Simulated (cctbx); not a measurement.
# Which space group?

Cell: a = 4.9480 Å, b = 4.9480 Å, c = 9.4680 Å, α = 90.00°, β = 90.00°, γ = 120.00°. Expected content of the cell: Co11 Sc3 C4.

Simulated single-crystal data (cctbx): synchrotron X-rays, λ = 0.7749 Å, to d = 0.75 Å, 70 % of the full sphere, strongest reflection 40000 counts, noise from counting, a 1.5 % proportional error and a noise floor of 4 counts (s.d.); no absorption.

Tests on the unmerged data give:

```text
1407 reflections to d = 0.751 A
centring   violations  <I/sigma> of those
    A        554 of   716     20.4
    B        558 of   722     20.4
    C        542 of   706     16.9
    I        554 of   726     19.7
    R        749 of   929     20.6
    F        827 of  1072     19.3
Laue class    unique    Rint  (classes that these axes allow; Friedel mates merged)
P -1              910   0.014
P 1 1 2/m         530   0.016
P -3              346   0.018
P -3 1 m          210   0.019
P -3 m 1          231   0.019
P 6/m             189   0.019
P 6/m m m         142   0.020
space group    extra absences  I>4sigma  <I/sigma>
P 6 2 2                 0          0         -  acentric
P 6 m m                 0          0         -  acentric
P -6 m 2                0          0         -  acentric
P -6 2 m                0          0         -  acentric
P 6/m m m               0          0         -  centric
Wilson B = 0.87 A^2   <|E^2-1|> = 0.893 (0.968 centric, 0.736 acentric)   E^2>4: 2.1 %
shell (A)         n   <I/sigma>
 9.47 - 1.50     26     69.8
 1.50 - 1.19     17     79.1
 1.19 - 1.04     19     67.2
 1.04 - 0.95     16     66.3
 0.95 - 0.88     15     76.8
 0.88 - 0.83     15     39.2
 0.83 - 0.78     18     54.8
 0.78 - 0.75     16     45.5
```

Q: Read the symmetry from these tables.

Every centring test has many violations, so the lattice is primitive.

Rint stays low (0.014 to 0.020) up to P 6/m m m, the highest class in these axes.

5 settings pass the absence test. No glide or screw absences show, which leaves P 6 2 2, P 6 m m, P -6 m 2, P -6 2 m and P 6/m m m.

⟨|E²−1|⟩ = 0.893 leans to a centrosymmetric structure. The Wilson B of 0.87 Å² means U ≈ 0.0110 Å².

The true group is P6/mmm (no. 191), Laue class 6/mmm, centrosymmetric. The tables only narrow the choice to the tied entries; cell content, site symmetry and trial solutions must settle it.

The model is made up (kin elements in a known structure type, no relaxation), so it says nothing on whether the phase exists.

[Logs are printed without paths, hosts, clocks, repeated set-up lines and the standing remarks that a program may print on its own settings, such as how far it seeks lower states.]
